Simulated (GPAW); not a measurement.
**Optical response of CuNiAu**

Aim: the dielectric function of CuNiAu, and the optical constants that follow from it.

Calculated with GPAW 26.7.0; DFT, RPBE, plane-wave PAW (GPAW data sets), scalar-relativistic, RPA, optical limit.

This is a report of a sequence of runs, with most program output left out.

**1. Starting point**

Symmetry: P3m1, No. 156, trigonal system. The conventional cell has a = 2.746 Å, b = 2.746 Å, c = 6.341 Å, α = 90.00°, β = 90.00°, γ = 120.00°. Au has 3 Ni at 2.71 Å and 3 Cu at 2.74 Å and 6 Au at 2.75 Å nearest. Nearest to Cu lie 3 Ni at 2.48 Å and 3 Au at 2.74 Å and 6 Cu at 2.75 Å. Nearest to Ni lie 3 Cu at 2.48 Å and 3 Au at 2.71 Å and 6 Ni at 2.75 Å. Farther neighbours are not listed.

Coordinates:

```cif
data_structure
_symmetry_space_group_name_H-M 'P3m1'
_symmetry_Int_Tables_number 156
_cell_length_a 2.7458
_cell_length_b 2.7458
_cell_length_c 6.3410
_cell_angle_alpha 90.000
_cell_angle_beta 90.000
_cell_angle_gamma 120.000
_cell_volume 41.40
loop_
_atom_site_label
_atom_site_type_symbol
_atom_site_symmetry_multiplicity
_atom_site_Wyckoff_symbol
_atom_site_fract_x
_atom_site_fract_y
_atom_site_fract_z
_atom_site_occupancy
Au1 Au 1 b 0.33333 0.66667 0.99786 1
Cu1 Cu 1 a 0.00000 0.00000 0.35092 1
Ni1 Ni 1 c 0.66667 0.33333 0.65122 1
```

**2. Ground state**

First the ground state: is it a metal or has it a gap?

This step: DFT, RPBE, plane-wave PAW (GPAW data sets), scalar-relativistic, ground state (GPAW 26.7.0).

Contents of gs.py:

```python
from ase import Atoms
from ase.dft.bandgap import bandgap
from gpaw import GPAW, PW, FermiDirac

atoms = Atoms(['Au', 'Cu', 'Ni'],
              cell=[[2.74582291, 0.00000000, 0.00000000],
                    [-1.37291146, 2.37795239, 0.00000000],
                    [0.00000000, 0.00000000, 6.34097912]],
              scaled_positions=[[0.33333333, 0.66666667, 0.99785600],
                                [0.00000000, 0.00000000, 0.35092300],
                                [0.66666667, 0.33333333, 0.65122100]],
              pbc=[True, True, True])
atoms.set_initial_magnetic_moments([0.0, 0.6, 1.0])
atoms.calc = GPAW(mode=PW(400), xc='RPBE', kpts={'size': (9, 9, 4), 'gamma': True},
                  occupations=FermiDirac(0.05), maxiter=150, txt='gs.txt')
print('energy (eV)', atoms.get_potential_energy())
print('Fermi level (eV)', atoms.calc.get_fermi_level())
print('valence electrons', atoms.calc.get_number_of_electrons())
print('gap (eV)', bandgap(atoms.calc, output=None)[0])
print('direct gap (eV)', bandgap(atoms.calc, direct=True, output=None)[0])
print('moments', atoms.get_magnetic_moments().round(3).tolist())
atoms.calc.write('gs.gpw')
```

Launch:

```bash
OMP_NUM_THREADS=1 python gs.py
```

Elapsed: 2 min, on 1 thread of Arm Neoverse V2, shared host; peak memory 0.23 GiB.

This step gave:

```
energy       : -11.96 eV
Fermi energy : 8.516 eV
electrons    : 38
site moments : -0.001, 0, 0.299 μB
```

There are states at the Fermi level within the smearing, so the occupations stay smeared and the carriers get a Drude term.

**3. Bands for the response**

At the fixed density, many empty bands are solved on the mesh of the response, since the spectrum sums over them.

This step: DFT, RPBE, plane-wave PAW (GPAW data sets), scalar-relativistic, bands at fixed density (GPAW 26.7.0).

Contents of nscf.py:

```python
from ase.dft.bandgap import bandgap
from gpaw import GPAW, FermiDirac

calc = GPAW('gs.gpw').fixed_density(kpts={'size': (17, 17, 7), 'gamma': True}, nbands=38, convergence={'bands': 32},
                                    occupations=FermiDirac(0.05), txt='nscf.txt')
print('gap (eV)', bandgap(calc, output=None)[0])
print('direct gap (eV)', bandgap(calc, direct=True, output=None)[0])
calc.write('full.gpw', mode='all')
```

Launch:

```bash
OMP_NUM_THREADS=1 python nscf.py
```

It took 7.6 min on 1 thread; peak memory 0.81 GiB.

**4. Dielectric function, RPA**

Local fields let the induced charge screen the field inside the cell, which as a rule lowers ε, most along directions where the density is uneven.

This step: DFT, RPBE, plane-wave PAW (GPAW data sets), scalar-relativistic, RPA, optical limit (GPAW 26.7.0).

Contents of df.py:

```python
from gpaw.response.df import DielectricFunction

df = DielectricFunction('full.gpw', frequencies={'type': 'nonlinear', 'domega0': 0.03, 'omega2': 8},
                        ecut=30,
                        eta=0.15,
                        nbands=32,
                        rate=0.03,
                        txt='df.txt')
for direction in ['x', 'z']:
    df.get_dielectric_function(xc='RPA', direction=direction, filename=f'df_{direction}.csv')
```

Launch:

```bash
OMP_NUM_THREADS=1 python df.py
```

The job ended after 90 s (1 thread; peak memory 0.39 GiB).

Sum at mesh points, not converged in k. Im ε against photon energy; read off at these points:

| photon energy (eV) | E ∥ x | E ∥ z |
| --- | --- | --- |
| 0.5 | 55.4 | 71.8 |
| 1.0 | 38.1 | 29.8 |
| 1.5 | 25.3 | 17.4 |
| 2.0 | 15.4 | 14.3 |
| 2.5 | 12.3 | 11.3 |
| 3.0 | 9.06 | 8.67 |
| 3.5 | 7.19 | 8.23 |
| 4.0 | 7.03 | 7.18 |
| 4.5 | 5.90 | 5.53 |
| 5.0 | 5.56 | 5.03 |
| 5.5 | 4.97 | 4.48 |
| 6.0 | 4.34 | 4.19 |
| 6.5 | 3.83 | 3.80 |
| 7.0 | 3.33 | 3.36 |
| 7.5 | 3.15 | 2.84 |
| 8.0 | 2.63 | 2.52 |
| 8.5 | 2.64 | 2.41 |
| 9.0 | 2.36 | 2.19 |
| 9.5 | 2.22 | 2.06 |
| 10.0 | 1.97 | 2.12 |
| 10.5 | 1.90 | 2.06 |
| 11.0 | 1.83 | 1.94 |
| 11.5 | 1.66 | 1.88 |
| 12.0 | 1.59 | 1.82 |
| 12.5 | 1.66 | 1.68 |
| 13.0 | 1.63 | 1.53 |
| 13.5 | 1.56 | 1.48 |
| 14.0 | 1.49 | 1.45 |
| 14.5 | 1.36 | 1.31 |
| 15.0 | 1.29 | 1.24 |
| 15.5 | 1.14 | 1.15 |
| 16.0 | 1.09 | 1.04 |
| 16.5 | 1.07 | 0.944 |
| 17.0 | 0.955 | 0.910 |
| 17.5 | 0.946 | 0.877 |
| 18.0 | 0.888 | 0.781 |
| 18.5 | 0.866 | 0.813 |
| 19.0 | 0.831 | 0.783 |
| 19.5 | 0.767 | 0.714 |
| 20.0 | 0.782 | 0.742 |

Values under 1 per cm are given as 1; sum at mesh points, not converged in k. Absorption coefficient against photon energy:

| photon energy (eV) | E ∥ x (1/cm) | E ∥ z (1/cm) |
| --- | --- | --- |
| 0.492 | 5.1e5 | 4.8e5 |
| 1.010 | 5.9e5 | 5.8e5 |
| 1.486 | 7.3e5 | 6.0e5 |
| 1.985 | 7.4e5 | 6.5e5 |
| 2.508 | 8.1e5 | 7.1e5 |
| 3.018 | 8.6e5 | 7.6e5 |
| 3.510 | 8.3e5 | 8.0e5 |
| 3.980 | 8.7e5 | 8.8e5 |
| 4.516 | 9.6e5 | 9.3e5 |
| 4.981 | 9.7e5 | 9.1e5 |
| 5.515 | 1.0e6 | 9.7e5 |
| 6.021 | 1.1e6 | 9.9e5 |
| 6.494 | 1.1e6 | 1.0e6 |
| 6.985 | 1.1e6 | 1.0e6 |
| 7.496 | 1.1e6 | 1.1e6 |
| 8.026 | 1.1e6 | 1.0e6 |
| 8.516 | 1.1e6 | 1.1e6 |
| 9.023 | 1.1e6 | 1.0e6 |
| 9.483 | 1.2e6 | 1.0e6 |
| 10.026 | 1.1e6 | 1.1e6 |
| 10.519 | 1.1e6 | 1.1e6 |
| 11.029 | 1.2e6 | 1.1e6 |
| 11.479 | 1.1e6 | 1.1e6 |
| 12.023 | 1.1e6 | 1.2e6 |
| 12.504 | 1.2e6 | 1.2e6 |
| 13.000 | 1.2e6 | 1.2e6 |
| 13.512 | 1.3e6 | 1.2e6 |
| 14.040 | 1.3e6 | 1.3e6 |
| 14.493 | 1.3e6 | 1.2e6 |
| 14.960 | 1.3e6 | 1.2e6 |
| 15.536 | 1.2e6 | 1.2e6 |
| 16.031 | 1.2e6 | 1.2e6 |
| 16.541 | 1.3e6 | 1.2e6 |
| 16.959 | 1.2e6 | 1.1e6 |
| 17.496 | 1.2e6 | 1.1e6 |
| 18.049 | 1.2e6 | 1.1e6 |
| 18.504 | 1.2e6 | 1.1e6 |
| 18.969 | 1.2e6 | 1.1e6 |
| 19.447 | 1.1e6 | 1.0e6 |
| 20.061 | 1.1e6 | 1.1e6 |

Sum at mesh points, not converged in k. Loss function −Im 1/ε at q → 0 against energy loss; read off at these points:

| energy loss (eV) | E ∥ x | E ∥ z |
| --- | --- | --- |
| 0.50 | 0.00471 | 0.00647 |
| 1.00 | 0.0196 | 0.0187 |
| 1.50 | 0.0280 | 0.0421 |
| 2.00 | 0.0481 | 0.0612 |
| 2.50 | 0.0633 | 0.0799 |
| 3.00 | 0.0808 | 0.101 |
| 3.50 | 0.118 | 0.117 |
| 4.00 | 0.132 | 0.128 |
| 4.50 | 0.144 | 0.152 |
| 5.00 | 0.166 | 0.186 |
| 5.50 | 0.182 | 0.204 |
| 6.00 | 0.206 | 0.227 |
| 6.50 | 0.229 | 0.242 |
| 7.00 | 0.263 | 0.278 |
| 7.50 | 0.277 | 0.312 |
| 8.00 | 0.338 | 0.372 |
| 8.50 | 0.355 | 0.396 |
| 9.00 | 0.388 | 0.447 |
| 9.50 | 0.421 | 0.482 |
| 10.00 | 0.473 | 0.471 |
| 10.50 | 0.513 | 0.485 |
| 11.00 | 0.531 | 0.516 |
| 11.50 | 0.590 | 0.531 |
| 12.00 | 0.626 | 0.547 |
| 12.50 | 0.600 | 0.589 |
| 13.00 | 0.611 | 0.646 |
| 13.50 | 0.640 | 0.676 |
| 14.00 | 0.665 | 0.685 |
| 14.50 | 0.726 | 0.759 |
| 15.00 | 0.768 | 0.798 |
| 15.50 | 0.870 | 0.866 |
| 16.00 | 0.915 | 0.959 |
| 16.50 | 0.935 | 1.06 |
| 17.00 | 1.05 | 1.09 |
| 17.50 | 1.06 | 1.13 |
| 18.00 | 1.12 | 1.26 |
| 18.50 | 1.14 | 1.17 |
| 19.00 | 1.19 | 1.23 |
| 19.33 | 1.25 | 1.31 |
| 19.50 | 1.27 | 1.30 |
| 19.57 | 1.27 | 1.28 |
| 20.00 | 1.20 | 1.22 |

Sum at mesh points, not converged in k. The Im ε, E ∥ x by photon energy; read off at these points:

| photon energy (eV) | without local fields | with local fields |
| --- | --- | --- |
| 0.5 | 55.4 | 55.4 |
| 1.0 | 38.1 | 38.1 |
| 1.5 | 25.3 | 25.3 |
| 2.0 | 15.4 | 15.4 |
| 2.5 | 12.3 | 12.3 |
| 3.0 | 9.07 | 9.06 |
| 3.5 | 7.21 | 7.19 |
| 4.0 | 7.04 | 7.03 |
| 4.5 | 5.91 | 5.90 |
| 5.0 | 5.58 | 5.56 |
| 5.5 | 4.97 | 4.97 |
| 6.0 | 4.34 | 4.34 |
| 6.5 | 3.83 | 3.83 |
| 7.0 | 3.33 | 3.33 |
| 7.5 | 3.15 | 3.15 |
| 8.0 | 2.62 | 2.63 |
| 8.5 | 2.64 | 2.64 |
| 9.0 | 2.36 | 2.36 |
| 9.5 | 2.23 | 2.22 |
| 10.0 | 1.98 | 1.97 |
| 10.5 | 1.90 | 1.90 |
| 11.0 | 1.83 | 1.83 |
| 11.5 | 1.66 | 1.66 |
| 12.0 | 1.60 | 1.59 |
| 12.5 | 1.67 | 1.66 |
| 13.0 | 1.64 | 1.63 |
| 13.5 | 1.56 | 1.56 |
| 14.0 | 1.50 | 1.49 |
| 14.5 | 1.37 | 1.36 |
| 15.0 | 1.30 | 1.29 |
| 15.5 | 1.15 | 1.14 |
| 16.0 | 1.10 | 1.09 |
| 16.5 | 1.08 | 1.07 |
| 17.0 | 0.968 | 0.955 |
| 17.5 | 0.957 | 0.946 |
| 18.0 | 0.893 | 0.888 |
| 18.5 | 0.869 | 0.866 |
| 19.0 | 0.831 | 0.831 |
| 19.5 | 0.765 | 0.767 |
| 20.0 | 0.778 | 0.782 |

Sum at mesh points, not converged in k. Table of reflectivity at normal incidence by photon energy; read off at these points:

| photon energy (eV) | E ∥ x (%) | E ∥ z (%) |
| --- | --- | --- |
| 0.5 | 90.4 | 86.8 |
| 1.0 | 74.4 | 77.5 |
| 1.5 | 71.0 | 65.6 |
| 2.0 | 63.7 | 57.1 |
| 2.5 | 59.1 | 52.2 |
| 3.0 | 56.8 | 49.7 |
| 3.5 | 48.2 | 43.6 |
| 4.0 | 43.6 | 44.2 |
| 4.5 | 45.0 | 44.6 |
| 5.0 | 40.3 | 38.0 |
| 5.5 | 39.7 | 37.6 |
| 6.0 | 38.5 | 34.2 |
| 6.5 | 37.6 | 35.0 |
| 7.0 | 35.9 | 32.6 |
| 7.5 | 35.4 | 33.6 |
| 8.0 | 32.6 | 29.3 |
| 8.5 | 29.7 | 27.4 |
| 9.0 | 29.9 | 24.5 |
| 9.5 | 28.1 | 22.4 |
| 10.0 | 27.2 | 21.5 |
| 10.5 | 23.8 | 21.6 |
| 11.0 | 23.8 | 20.3 |
| 11.5 | 22.3 | 20.4 |
| 12.0 | 19.5 | 21.3 |
| 12.5 | 19.8 | 21.2 |
| 13.0 | 19.6 | 20.8 |
| 13.5 | 20.1 | 19.3 |
| 14.0 | 20.7 | 20.2 |
| 14.5 | 20.4 | 19.6 |
| 15.0 | 20.0 | 19.5 |
| 15.5 | 19.7 | 18.9 |
| 16.0 | 17.9 | 18.9 |
| 16.5 | 18.6 | 17.5 |
| 17.0 | 17.3 | 15.7 |
| 17.5 | 16.6 | 15.2 |
| 18.0 | 16.0 | 14.8 |
| 18.5 | 15.0 | 12.6 |
| 19.0 | 14.6 | 13.3 |
| 19.5 | 13.6 | 11.8 |
| 20.0 | 12.1 | 11.0 |

From ε follow the optical constants at some laser and lamp lines:

| wavelength (nm) | n x | k x | R (%) x | 1/α x | n z | k z | R (%) z | 1/α z |
| --- | --- | --- | --- | --- | --- | --- | --- | --- |
| 1064 | 3.21 | 5.273 | 71.8 | 16 nm | 2.38 | 4.915 | 73.2 | 17 nm |
| 633 | 2.09 | 3.742 | 64.5 | 13 nm | 2.24 | 3.228 | 57.2 | 16 nm |
| 450 | 1.78 | 3.019 | 57.7 | 12 nm | 1.92 | 2.694 | 51.3 | 13 nm |
| 405 | 1.56 | 2.765 | 56.1 | 12 nm | 1.71 | 2.429 | 48.3 | 13 nm |
| 365 | 1.52 | 2.406 | 49.9 | 12 nm | 1.82 | 2.215 | 43.4 | 13 nm |
| 308 | 1.63 | 2.158 | 43.7 | 11 nm | 1.63 | 2.185 | 44.2 | 11 nm |
| 193 | 1.15 | 1.685 | 38.3 | 9.1 nm | 1.21 | 1.605 | 35.1 | 9.6 nm |

A polished face would reflect 58 % of daylight and look light grey (CIE x = 0.321, y = 0.335 under D65).

**5. Results**

What this shows: At this level (RPBE, RPA) CuNiAu is a metal. The mesh is too coarse to trust the carriers' weight, the reflectivity or the colour to better than tens of per cent. A polished face would reflect 58 % of daylight and look light grey (CIE x = 0.321, y = 0.335 under D65). The carriers' damping of 0.03 eV is typed, not computed; it shapes the response at the lowest energies. Spin-orbit coupling is left out although heavy atoms are present. The magnetic state comes from one start and need not be the lowest. The curves end at 20 eV, about where the summed bands run out. In this version of GPAW the matrix elements of the optical limit are incomplete, which can lower ε − 1 by up to a tenth where first-row anions or d states rule, and shift it by more in d metals. GPAW's carrier term has the form −ωp²/(ω + i·rate)², which damps like twice the rate and fails at low energy, so the curves leave the lowest energies out. The sum runs over mesh points 0.16 Å⁻¹ apart with no interpolation, so peaks are partly noise of the mesh, and the Drude plasma energy, a sum over the Fermi surface, isn't converged.

[Machine, clock and banner lines and Python warnings are left out of the logs.]

[Logs are printed without paths, hosts, clocks, repeated set-up lines and the standing remarks that a program may print on its own settings, such as how far it seeks lower states.]

[Hosts, paths, dates, database ids (printed as entryN), source tags and the programs' standing remarks are cut or masked in the printed files.]
